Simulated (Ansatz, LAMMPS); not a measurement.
# Gap against volume in amorphous polyacrylonitrile (as short chains C14N4H18), from a frame at 540 K, (108 atoms)

Density of this cell: 1.06 g/cm³. The cell holds 108 atoms: 42 C, 12 N and 54 H. Its edges and angles: a = 10.422 Å, b = 9.889 Å, c = 11.089 Å, α = 94.4°, β = 85.5°, γ = 88.9°. The starting structure: 3 polyacrylonitrile chains of 4 units with methyl end groups placed at random, at 0.938 g/cm³; overlaps pushed apart, then 20 ps at 800 K with MMFF94 bonds, angles, torsions, charges and radii (Halgren, J. Comput. Chem. 17, 490 (1996)) in harmonic and 12-6 forms. Snapshot after 30 ps at 540 K and fixed volume.

Calculated with Ansatz 0.2.0: Kohn-Sham DFT, PBE+D4, PAW (set soft_2), plane waves; cutoff 420 eV, Γ point, fixed occupations. The relaxed cell was scaled evenly and the atoms were relaxed at each volume. The gap is that between the highest filled and the lowest empty Kohn-Sham level on the run's k-points.

| volume (Å³/atom) | gap (eV) |
| --- | --- |
| 9.4634 | 6.040 |
| 9.8840 | 6.075 |
| 10.199 | 6.106 |
| 10.515 | 6.131 |
| 10.830 | ? |
| 11.146 | 6.154 |

**Question.** Fit a straight line in ln V to the rows given and interpolate to the withheld row.

**Working.**

A volume deformation potential makes the spacing linear in u = ln(V/V0), with V0 = 10.515 Å³ the relaxed volume; v is the spacing.

```
u = ln(V/V0)  v (eV)
   -0.105360  6.0401
  -0.0618749  6.0755
  -0.0304596  6.1057
           0  6.1307
   0.0582691  6.1541
```

With n = 5: mean u = -0.0278851, mean v = 6.10122, Σ(u − ū)² = 0.015364, Σ(u − ū)(v − v̄) = 0.010976. Slope b = 0.010976 / 0.015364 = 0.71437; intercept a = v̄ − b ū = 6.1211.

At the withheld volume u = 0.02956, and v = a + b u.

Prediction at 10.830: 6.142 eV. The run gave 6.144 eV, so the fit is low by 0.0018 eV (0.030 % of the value).

The slope, +0.71 eV, says that the spacing widens on expansion. Among the rows given, the largest miss of the fit is at 10.515, by 0.0096 eV (8.4 % of the range of the table).

Limits: The table spans 16 % in volume, wide for a linear law. Semilocal functionals tend to put gaps under measured ones. Only the Γ point is sampled. Defect or tail levels can set the spacing of a disordered cell.

[Logs are printed without paths, hosts, clocks, repeated set-up lines and the standing remarks that a program may print on its own settings, such as how far it seeks lower states.]

[Hosts, paths, dates, database ids (printed as entryN), source tags and the programs' standing remarks are cut or masked in the printed files.]

[The MMFF94 radii named for the starting cell were scaled by 0.96; in molecules described by MMFF94, hydrogen bound to N, O or S took a small fixed 12-6 site in their place.]
